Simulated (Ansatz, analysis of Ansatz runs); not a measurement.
# A hop of H in YScO3 (Pnma), charge +1, part 2 of 4

Aim: the barrier of one jump in YScO3 (Pnma) at charge +1: H transfer from O to O. The model is a cell of 40 host atoms with 1 H put in; H is the atom that moves.

Ansatz 0.2.0; plane-wave PAW DFT, LDA; nudged elastic band between two relaxed defect structures at fixed charge in a uniform background.

So far: Set-up; Relaxation of the start point, charge +1.

### Step 3. Relaxation of the end point, charge +1

Level of this step: plane-wave PAW DFT, LDA; relaxation of all atoms of a defect supercell at fixed charge in a uniform background (Ansatz).

The end point is relaxed in the same cell and settings, so that the two energies compare.

The input, qp1.end/input.yaml:

```yaml
crystal:
  lattice:
    - [0.0, 7.77564706, 5.34161926]
    - [5.64134763, 0.0, 5.34161926]
    - [5.64134763, 7.77564706, 0.0]
  atoms:
    - { symbol: "Y", position: [0.39735706, 0.58228854, 0.35264294] }
    - { symbol: "Y", position: [0.89735706, 0.08228854, 0.85264294] }
    - { symbol: "Y", position: [0.08228854, 0.39735706, 0.16771146] }
    - { symbol: "Y", position: [0.58228854, 0.89735706, 0.66771146] }
    - { symbol: "Y", position: [0.41771146, 0.10264294, 0.33228854] }
    - { symbol: "Y", position: [0.91771146, 0.60264294, 0.83228854] }
    - { symbol: "Y", position: [0.10264294, 0.91771146, 0.14735706] }
    - { symbol: "Y", position: [0.60264294, 0.41771146, 0.64735706] }
    - { symbol: Sc, position: [0.25, 0.25, 0.75] }
    - { symbol: Sc, position: [0.75, 0.75, 0.25] }
    - { symbol: Sc, position: [0.0, 0.0, 0.5] }
    - { symbol: Sc, position: [0.5, 0.5, 0.0] }
    - { symbol: Sc, position: [0.25, 0.75, 0.75] }
    - { symbol: Sc, position: [0.75, 0.25, 0.25] }
    - { symbol: Sc, position: [0.0, 0.5, 0.5] }
    - { symbol: Sc, position: [0.5, 0.0, 0.0] }
    - { symbol: O, position: [0.4679132, 0.16185626, 0.7820868] }
    - { symbol: O, position: [0.9679132, 0.66185626, 0.2820868] }
    - { symbol: O, position: [0.40856091, 0.7823334, 0.02361216] }
    - { symbol: O, position: [0.90856091, 0.2823334, 0.52361216] }
    - { symbol: O, position: [0.22638784, 0.96450647, 0.84143909] }
    - { symbol: O, position: [0.72638784, 0.46450647, 0.34143909] }
    - { symbol: O, position: [0.2823334, 0.40856091, 0.28549353] }
    - { symbol: O, position: [0.7823334, 0.90856091, 0.78549353] }
    - { symbol: O, position: [0.46450647, 0.22638784, 0.4676666] }
    - { symbol: O, position: [0.96450647, 0.72638784, 0.9676666] }
    - { symbol: O, position: [0.16185626, 0.9679132, 0.58814374] }
    - { symbol: O, position: [0.66185626, 0.4679132, 0.08814374] }
    - { symbol: O, position: [0.33814374, 0.5320868, 0.91185626] }
    - { symbol: O, position: [0.83814374, 0.0320868, 0.41185626] }
    - { symbol: O, position: [0.2176666, 0.09143909, 0.21450647] }
    - { symbol: O, position: [0.7176666, 0.59143909, 0.71450647] }
    - { symbol: O, position: [0.03549353, 0.27361216, 0.0323334] }
    - { symbol: O, position: [0.53549353, 0.77361216, 0.5323334] }
    - { symbol: O, position: [0.09143909, 0.7176666, 0.47638784] }
    - { symbol: O, position: [0.59143909, 0.2176666, 0.97638784] }
    - { symbol: O, position: [0.27361216, 0.53549353, 0.65856091] }
    - { symbol: O, position: [0.77361216, 0.03549353, 0.15856091] }
    - { symbol: O, position: [0.0320868, 0.33814374, 0.7179132] }
    - { symbol: O, position: [0.5320868, 0.83814374, 0.2179132] }
    - { symbol: H, position: [0.884198, 0.594524, 0.302828] }
total_charge: 1
basis:
  ecutwfc: 420
  xc_grid: 2
hamiltonian:
  xc: lda
kpoints:
  mp_grid: { grid: [1, 1, 1] }
scf:
  occupations: { method: fixed }
  max_iter: 100
output:
  forces: true
relax:
  f_tol: 0.02
  max_steps: 70
  random_displacement: { amplitude: 0.03, seed: 6436 }
```

Command:

```bash
$ ansatz run input.yaml --threads 4 --pin off --max-ram 7536MiB --backend cpu --events-out ev --progress --plain --runs-dir out
```

Numbers of over 12 decimals in the logs are rounded to 6 here.

Log:

```text
[...]
Crystal: 41 atoms, lattice volume = 468.622 Å³
Basis set: ecut = 420 eV, 9099 PW (Γ), exchange–correlation on 128×108×144 points (8 copies of the dense FFT grid, shifted against one another)
Bands: 201, of which v1, the nominal top of the filled ones, is band 160 counted from 1 (159 counted from 0)
Symmetry: 1 space group operations
k-points: 1
[...]
SCF iter   1: F=—  HF=-60113.552382 eV  |F-HF|=—  |Δ(HF+E_count)|=         —  Δρ=1.40e-2  dr2=9.53e-1  ethr=1.77e-3  ⟨swp⟩=4.0  Hψ=633  notcnv=0  defer=38
[...]
SCF iter   7: F=-60113.293786 eV  HF=-60113.293790 eV  |F-HF|=4.80e-6  |Δ(HF+E_count)|=   5.09e-6  Δρ=3.88e-5  dr2=6.32e-6  ethr=3.12e-9  ⟨swp⟩=4.0  Hψ=597  notcnv=0
SCF 1 converged in 7 iterations: F = -60113.293786 eV  dr2 = 6.32e-6
[...]
--- Relaxed structure (13 steps of the walk, 13 accepted, 0 SCFs on fresh bases) ---
  F+E_penalty+E_count = -60116.50536794 eV   max|allowed force component| = 1.539e-2 eV/Å
  atoms:
    - { symbol: Y, position: [0.392410, 0.578883, 0.347193] }
    - { symbol: Y, position: [0.901209, 0.070181, 0.855921] }
    - { symbol: Y, position: [0.081918, 0.395417, 0.166553] }
    [... 4 atoms left out ...]
    - { symbol: Y, position: [0.605160, 0.414637, 0.643228] }
    [... 1 atom left out ...]
    - { symbol: Sc, position: [0.735452, 0.745873, 0.241338] }
    [... 4 atoms left out ...]
    - { symbol: Sc, position: [0.006961, 0.474273, 0.513061] }
    [... 2 atoms left out ...]
    - { symbol: O, position: [0.954049, 0.667674, 0.294474] }
    [... 1 atom left out ...]
    - { symbol: O, position: [0.909677, 0.280861, 0.516353] }
    [... 1 atom left out ...]
    - { symbol: O, position: [0.732715, 0.458355, 0.338493] }
    [... 3 atoms left out ...]
    - { symbol: O, position: [0.972154, 0.718947, 0.968868] }
    [... 7 atoms left out ...]
    - { symbol: O, position: [0.547829, 0.764437, 0.527922] }
    [... 6 atoms left out ...]
    - { symbol: H, position: [0.832728, 0.704451, 0.415432] }
[key lines of the parts left out:]
SCF converged after 3 iterations
Free energy (F): -60116.505368 eV
Fermi energy:    9.788594 eV
```

It took 21 s on 4 threads of Arm Neoverse V2, shared host; peak memory 0.6 GiB; 75 s of CPU time.

Step by step:

```
step  energy less that of the first step (eV)  largest force component (eV/Å)
   1                                   0.0000                          7.6151
   2                                  -1.8836                          2.4290
   3                                  -2.3310                          0.6081
   4                                  -2.4863                          0.2770
   5                                  -2.5382                          0.2918
   6                                  -2.5880                          1.7113
   7                                  -2.7685                          0.6982
   8                                  -2.9412                          1.0874
   9                                  -3.1014                          0.9312
  10                                  -3.2018                          0.2583
  11                                  -3.2092                          0.1798
  12                                  -3.2116                          0.0153
  13                                  -3.2116                          0.0154
```

The atoms that moved most (Å, from the sites as typed, ahead of the random displacement, the mean shift of all atoms taken out):

| atom | dx | dy | dz | length |
| --- | --- | --- | --- | --- |
| H41 | 1.257 | 0.475 | 0.317 | 1.381 |
| Sc10 | -0.071 | -0.181 | -0.095 | 0.216 |
| Sc15 | -0.070 | 0.156 | -0.095 | 0.195 |
| O32 | -0.075 | -0.085 | 0.020 | 0.115 |
| O18 | 0.104 | -0.012 | -0.038 | 0.111 |
| Y1 | -0.049 | -0.081 | -0.039 | 0.102 |
| O34 | -0.075 | 0.062 | 0.022 | 0.100 |
| O23 | -0.034 | -0.094 | 0.005 | 0.100 |

Neighbours of H41 at the end:

| atom | distance (Å) |
| --- | --- |
| O18 | 0.998 |
| O34 | 2.046 |
| O32 | 2.051 |
| Sc10 | 2.259 |
| Sc15 | 2.262 |
| O30 | 2.477 |
| Y4 | 2.552 |
| Y7 | 2.680 |

This step gave:

```yaml
free_energy: -60116.5054 eV
largest_move_from_the_ideal_geometry_of_this_structure_a_common_shift_of_the_far_atoms_taken_out: 1.414 Å
```

The relaxation gained 3.212 eV and ended with a largest force component of 0.015 eV/Å. The end lies 0.250 eV below the start.

[end of part 2 of 4]

[Logs are printed without paths, hosts, clocks, repeated set-up lines and the standing remarks that a program may print on its own settings, such as how far it seeks lower states.]

[Hosts, paths, dates, database ids (printed as entryN), source tags and the programs' standing remarks are cut or masked in the printed files.]
